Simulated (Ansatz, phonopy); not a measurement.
# SiC (Moissanite 3C, F-43m): phonons against volume, part 2 of 2

Which modes of SiC (Moissanite 3C) drive its thermal expansion?

Ansatz 0.2.0; DFT PBE, scalar-relativistic, plane waves, PAW.

So far. Step 9 (Lattice dynamics at this volume, V/V0 0.985): No mode is imaginary beyond numerical noise at the solved wavevectors. The highest zone-centre mode (no LO–TO term) moved by +1.7 % for a volume change of -1.5 %. Step 10 (A cell at another volume, V/V0 1.03): The run ends at a pressure of -5.93 GPa.

## 11. Lattice dynamics at this volume, V/V0 1.03

The input, input.yaml:

```yaml
crystal:
  lattice:
    - [0.0, 2.2115508577, 2.2115508577]
    - [2.2115508577, 0.0, 2.2115508577]
    - [2.2115508577, 2.2115508577, 0.0]
  atoms:
    - { symbol: Si, position: [0.0, 0.0, 0.0] }
    - { symbol: C, position: [0.25, 0.25, 0.25] }
kpoints:
  mp_grid: { grid: [12, 12, 12] }
hamiltonian:
  xc: pbe
scf:
  occupations: { method: fixed }
output:
  eigenvalues: true
phonons:
  method: dfpt
  dielectric: true
  rigid_motions: translations
  qmesh: [4, 4, 4]
  temperatures: { t_max: 1000, t_step: 50 }
  qpath:
    path:
      - [[0.0, 0.0, 0.0], [-0.5, -0.5, 0.0], [-0.375, -0.375, 0.25]]
      - [[-0.375, 0.0, 0.375], [0.0, 0.0, 0.0], [0.0, 0.0, 0.5], [-0.5, -0.25, 0.25], [-0.5, -0.5, 0.0]]
    npoints: 10
```

Launch:

```bash
> ansatz run input.yaml --threads 2 --pin off --max-ram 5120MiB --backend cpu --events-out ev --progress --plain --runs-dir out
```

It took 94 s on 2 threads of Arm Neoverse V2, shared host; peak memory 1 GiB; 3.1 min of CPU time.

No mode is imaginary beyond numerical noise at the solved wavevectors. The highest zone-centre mode (no LO–TO term) moved by -3.3 % for a volume change of +3.0 %.

## 12. Single point at a scaled cell, V/V0 0.97

The cell differs from the one that the last finished run ended in (a 3.128 → 3.066 Å, b 3.128 → 3.066 Å, c 3.128 → 3.066 Å).

input.yaml, the sections that differ from step 11:

```yaml
crystal:
  lattice:
    - [0.0, 2.1677462031, 2.1677462031]
    - [2.1677462031, 0.0, 2.1677462031]
    - [2.1677462031, 2.1677462031, 0.0]
  atoms:
    - { symbol: Si, position: [0.0, 0.0, 0.0] }
    - { symbol: C, position: [0.25, 0.25, 0.25] }
output:
  forces: true
  stress: true
  eigenvalues: true
# kpoints, hamiltonian, scf: as in step 11
# phonons: removed
```

Elapsed: 0.7 s, on 2 threads; peak memory 0.27 GiB; 1.3 s of CPU time.

The run ends at a pressure of 6.88 GPa.

## 13. Phonons, V/V0 0.97

input.yaml, the sections that differ from step 12:

```yaml
output:
  eigenvalues: true
phonons:
  method: dfpt
  dielectric: true
  rigid_motions: translations
  qmesh: [4, 4, 4]
  temperatures: { t_max: 1000, t_step: 50 }
  qpath:
    path:
      - [[0.0, 0.0, 0.0], [-0.5, -0.5, 0.0], [-0.375, -0.375, 0.25]]
      - [[-0.375, 0.0, 0.375], [0.0, 0.0, 0.0], [0.0, 0.0, 0.5], [-0.5, -0.25, 0.25], [-0.5, -0.5, 0.0]]
    npoints: 10
# crystal, kpoints, hamiltonian, scf: as in step 12
```

Run time: 91 s. Hardware: 2 threads; peak memory 0.98 GiB.

LO-TO term included. Phonon branches along the path, in cm⁻¹:

| point | branch 1 | branch 2 | branch 3 | branch 4 | branch 5 | branch 6 |
| --- | --- | --- | --- | --- | --- | --- |
| Γ | 0 | 0 | 0 | 802 | 802 | 975 |
| halfway | 274 | 274 | 405 | 787 | 787 | 930 |
| X | 361 | 361 | 638 | 774 | 774 | 832 |
| halfway | 359 | 392 | 618 | 769 | 773 | 844 |
| U | 349 | 443 | 572 | 764 | 769 | 866 |
| jump to K | 349 | 443 | 572 | 764 | 769 | 866 |
| halfway | 228 | 321 | 423 | 781 | 800 | 906 |
| Γ | 0 | 0 | 0 | 802 | 802 | 975 |
| halfway | 195 | 195 | 409 | 789 | 789 | 927 |
| L | 258 | 258 | 618 | 778 | 778 | 842 |
| halfway | 325 | 389 | 564 | 771 | 777 | 865 |
| W | 399 | 459 | 542 | 748 | 785 | 864 |
| halfway | 380 | 400 | 600 | 759 | 780 | 851 |
| X | 361 | 361 | 638 | 774 | 774 | 832 |

No mode is imaginary beyond numerical noise at the solved wavevectors. The highest zone-centre mode (no LO–TO term) moved by +3.5 % for a volume change of -3.0 %.

## 14. Single point at a scaled cell, V/V0 1.05

The cell differs from the one that the last finished run ended in (a 3.066 → 3.148 Å, b 3.066 → 3.148 Å, c 3.066 → 3.148 Å).

input.yaml, the sections that differ from step 13:

```yaml
crystal:
  lattice:
    - [0.0, 2.2257734406, 2.2257734406]
    - [2.2257734406, 0.0, 2.2257734406]
    - [2.2257734406, 2.2257734406, 0.0]
  atoms:
    - { symbol: Si, position: [0.0, 0.0, 0.0] }
    - { symbol: C, position: [0.25, 0.25, 0.25] }
output:
  forces: true
  stress: true
  eigenvalues: true
# kpoints, hamiltonian, scf: as in step 13
# phonons: removed
```

The job ended after 0.71 s (2 threads; peak memory 0.27 GiB).

The run ends at a pressure of -9.42 GPa.

## 15. Lattice dynamics at this volume, V/V0 1.05

input.yaml, the sections that differ from step 14:

```yaml
output:
  eigenvalues: true
phonons:
  method: dfpt
  dielectric: true
  rigid_motions: translations
  qmesh: [4, 4, 4]
  temperatures: { t_max: 1000, t_step: 50 }
  qpath:
    path:
      - [[0.0, 0.0, 0.0], [-0.5, -0.5, 0.0], [-0.375, -0.375, 0.25]]
      - [[-0.375, 0.0, 0.375], [0.0, 0.0, 0.0], [0.0, 0.0, 0.5], [-0.5, -0.25, 0.25], [-0.5, -0.5, 0.0]]
    npoints: 10
# crystal, kpoints, hamiltonian, scf: as in step 14
```

Run time: 94 s. Hardware: 2 threads; peak memory 1 GiB.

No mode is imaginary beyond numerical noise at the solved wavevectors. The highest zone-centre mode (no LO–TO term) moved by -5.4 % for a volume change of +5.0 %.

## 16. How the modes move with volume

This step: DFT PBE, scalar-relativistic, plane waves, PAW (phonopy 4.10.0).

Numbers from this step:

- share of modes with a negative Grüneisen parameter: 0.017

Mean Grüneisen, by row:

| T (K) | heat-capacity-weighted mean | root mean square |
| --- | --- | --- |
| 50 | 0.313 | 0.435 |
| 100 | 0.366 | 0.481 |
| 200 | 0.6 | 0.742 |
| 300 | 0.741 | 0.874 |
| 500 | 0.839 | 0.957 |
| 800 | 0.877 | 0.986 |

The mean mode Grueneisen parameter by wavenumber:

| wavenumber (cm⁻¹) | mean mode Grueneisen parameter |
| --- | --- |
| 16 | - |
| 47 | 0.185 |
| 78 | 0.459 |
| 110 | 0.191 |
| 141 | 0.336 |
| 173 | 0.362 |
| 204 | 0.321 |
| 236 | 0.253 |
| 267 | 0.228 |
| 298 | 0.263 |
| 330 | 0.334 |
| 361 | 0.392 |
| 393 | 0.528 |
| 424 | 0.637 |
| 456 | 0.801 |
| 487 | 0.975 |
| 518 | 0.965 |
| 550 | 0.935 |
| 581 | 0.912 |
| 613 | 0.849 |
| 644 | - |
| 676 | - |
| 707 | 1.32 |
| 738 | 1.36 |
| 770 | 1.26 |
| 801 | 1.17 |
| 832 | 1.18 |
| 864 | 1.11 |
| 895 | 1.09 |
| 927 | 1.08 |

Volume series, by row:

| V/V0 | V (Å³/atom) | pressure (GPa) | E - E0 (meV/atom) | gap (eV) | zero-point energy (meV/atom) | lowest on the path (cm⁻¹) | highest at Gamma without the LO-TO term (cm⁻¹) |
| --- | --- | --- | --- | --- | --- | --- | --- |
| 0.97 | 10.19 | 6.876 | 6.586 | 1.345 | 111.6 | 0 | 801.9 |
| 0.985 | 10.34 | 3.311 | 1.608 | 1.359 | 109.8 | 0 | 788.1 |
| 1 | 10.5 | 0 | 0 | 1.373 | 108.1 | 0 | 774.8 |
| 1.015 | 10.66 | -3.076 | 1.527 | 1.386 | 106.4 | 0 | 761.9 |
| 1.03 | 10.82 | -5.931 | 5.968 | 1.398 | 104.8 | 0 | 749.4 |
| 1.05 | 11.03 | -9.423 | 16.08 | 1.414 | 102.6 | 0 | 733.4 |

Optical frequency at Gamma without the LO-TO term, mode 4 against V/V0:

| V/V0 | optical frequency at Gamma without the LO-TO term, mode 4 (cm⁻¹) |
| --- | --- |
| 0.9700 | 802 |
| 0.9850 | 788 |
| 1.0000 | 775 |
| 1.0150 | 762 |
| 1.0300 | 749 |
| 1.0500 | 733 |

Grüneisen at points, by row:

| point | branch | frequency (cm⁻¹) | mode Grüneisen parameter |
| --- | --- | --- | --- |
| Γ | 4 | 774.8 | 1.13 |
| Γ | 6 | 943.8 | 1.08 |
| X | 1 | 360.2 | 0.14 |
| X | 3 | 622.1 | 0.83 |
| X | 4 | 741 | 1.46 |
| X | 6 | 803.7 | 1.16 |
| U | 1 | 348.2 | 0.11 |
| U | 2 | 435.2 | 0.6 |
| U | 3 | 556.4 | 0.9 |
| U | 4 | 733.4 | 1.33 |
| U | 5 | 736.1 | 1.44 |
| U | 6 | 833.9 | 1.22 |
| K | 1 | 348.2 | 0.11 |
| K | 2 | 435.2 | 0.6 |
| K | 3 | 556.4 | 0.9 |
| K | 4 | 733.4 | 1.33 |
| K | 5 | 736.1 | 1.44 |
| K | 6 | 833.9 | 1.22 |
| L | 1 | 258.6 | -0.1 |
| L | 3 | 600.6 | 0.97 |
| L | 4 | 747.5 | 1.31 |
| L | 6 | 813.1 | 1.15 |
| W | 1 | 393.2 | 0.51 |
| W | 2 | 453.8 | 0.38 |
| W | 3 | 525.8 | 0.99 |
| W | 4 | 718.7 | 1.31 |
| W | 5 | 751.5 | 1.45 |
| W | 6 | 832.3 | 1.25 |

## 17. Free-energy fit

This step gave:

- volume expansion coefficient at 300 K: 7.95 1e-6/K
- isothermal bulk modulus at 300 K: 207.1 GPa
- C_P at 300 K: 13.93 J/mol-atom/K
- Grüneisen parameter at 300 K: 0.756

The energy (each curve on its own zero) by volume; values in meV/atom:

| volume (Å³/atom) | static | F at 0 K | F at 300 K | F at 1300 K |
| --- | --- | --- | --- | --- |
| 10.187 | 6.59 | 10.9 | 11.4 | 18.8 |
| 10.344 | 1.61 | 4.21 | 4.48 | 9.02 |
| 10.502 | 0 | 0.88 | 0.99 | 2.65 |
| 10.659 | 1.53 | 0.73 | 0.66 | -0.59 |
| 10.817 | 5.97 | 3.52 | 3.28 | -0.91 |
| 11.027 | 16.1 | 11.5 | 11 | 2.85 |

Phonopy-qha, vinet fit of F(V) at each temperature; no electronic free energy. Qha vinet, by row:

| T (K) | fitted volume (Å³/atom) | alpha_V (1e-6/K) | B_T (GPa) | C_P (J/mol-atom/K) | Grueneisen |
| --- | --- | --- | --- | --- | --- |
| 100 | 10.59 | 0.7 | 208.3 | 2.303 | 0.4036 |
| 150 | 10.59 | 2.07 | 208.2 | 5.379 | 0.5101 |
| 200 | 10.59 | 4 | 208 | 8.563 | 0.6188 |
| 250 | 10.59 | 6.06 | 207.6 | 11.47 | 0.7001 |
| 300 | 10.6 | 7.95 | 207.1 | 13.93 | 0.7558 |
| 350 | 10.6 | 9.55 | 206.6 | 15.91 | 0.7937 |
| 400 | 10.61 | 10.87 | 206 | 17.5 | 0.8202 |
| 450 | 10.61 | 11.93 | 205.4 | 18.75 | 0.8393 |
| 500 | 10.62 | 12.8 | 204.8 | 19.75 | 0.8535 |
| 550 | 10.63 | 13.51 | 204.1 | 20.55 | 0.8644 |
| 600 | 10.63 | 14.1 | 203.5 | 21.21 | 0.8729 |
| 650 | 10.64 | 14.6 | 202.8 | 21.75 | 0.8798 |
| 700 | 10.65 | 15.02 | 202.1 | 22.19 | 0.8854 |
| 750 | 10.66 | 15.38 | 201.4 | 22.57 | 0.8902 |
| 800 | 10.67 | 15.7 | 200.8 | 22.89 | 0.8942 |
| 850 | 10.67 | 15.97 | 200.1 | 23.16 | 0.8977 |
| 900 | 10.68 | 16.22 | 199.4 | 23.4 | 0.9008 |
| 950 | 10.69 | 16.44 | 198.7 | 23.61 | 0.9036 |
| 1000 | 10.7 | 16.64 | 198 | 23.79 | 0.9061 |
| 1050 | 10.71 | 16.83 | 197.3 | 23.95 | 0.9084 |
| 1100 | 10.72 | 17 | 196.6 | 24.09 | 0.9105 |
| 1150 | 10.73 | 17.16 | 195.9 | 24.22 | 0.9124 |
| 1200 | 10.74 | 17.3 | 195.2 | 24.34 | 0.9142 |
| 1250 | 10.75 | 17.44 | 194.5 | 24.45 | 0.916 |

The volume expansion coefficient, phonopy-qha, Vinet by temperature:

| temperature (K) | volume expansion coefficient, phonopy-qha, Vinet (1e-6/K) |
| --- | --- |
| 75 | 0.31 |
| 125 | 1.3 |
| 150 | 2.07 |
| 200 | 4 |
| 250 | 6.06 |
| 275 | 7.04 |
| 325 | 8.79 |
| 375 | 10.2 |
| 400 | 10.9 |
| 450 | 11.9 |
| 500 | 12.8 |
| 525 | 13.2 |
| 575 | 13.8 |
| 625 | 14.4 |
| 650 | 14.6 |
| 700 | 15.0 |
| 725 | 15.2 |
| 775 | 15.5 |
| 825 | 15.8 |
| 850 | 16.0 |
| 900 | 16.2 |
| 950 | 16.4 |
| 975 | 16.5 |
| 1025 | 16.7 |
| 1075 | 16.9 |
| 1100 | 17 |
| 1150 | 17.2 |
| 1200 | 17.3 |
| 1225 | 17.4 |
| 1275 | 17.5 |

The fit gives a volume expansion of 7.95 × 10⁻⁶/K at 300 K.

## 18. What came out

```yaml
volume_expansion_coefficient_at_300_k: 7.95 1e-6/K
isothermal_bulk_modulus_at_300_k: 207.1 GPa
c_p_at_300_k: 13.93 J/mol-atom/K
grueneisen_parameter_at_300_k: 0.756
mean_mode_grueneisen_parameter_at_300_k: 0.741
```

What this shows: Near room temperature SiC (Moissanite 3C) expands by 7.95 × 10⁻⁶/K in volume by PBE, with C_P = 13.9 J/(mol K) per mole of atoms and B_T = 207 GPa. C_P at room temperature is 56 % of the classical 3R an atom, so the stiffest modes are still partly frozen out. The heat-capacity-weighted Grüneisen parameter goes from 0.313 at 50 K to 0.877 at 800 K. Weighting γ by the density of states and each mode's heat capacity at 300 K, modes below 320 cm⁻¹ give about 9 % of the sum of γC that drives the expansion, those up to 630 cm⁻¹ 37 % and the rest 54 %. Among the labelled points γ is largest for branch 4 at X (741 cm⁻¹, 1.5) and most negative for branch 1 at L (259 cm⁻¹, -0.1). The interpolation has no quadrupole term, so branches near the zone centre are less sure, since this crystal has sites that are not centres of inversion.

[Logs are printed without paths, hosts, clocks, repeated set-up lines and the standing remarks that a program may print on its own settings, such as how far it seeks lower states.]

[Hosts, paths, dates, database ids (printed as entryN), source tags and the programs' standing remarks are cut or masked in the printed files.]

[A step with changed settings may run another functional than the one named; its input shows which.]

[Of the runs on displaced cells, only some may be shown.]
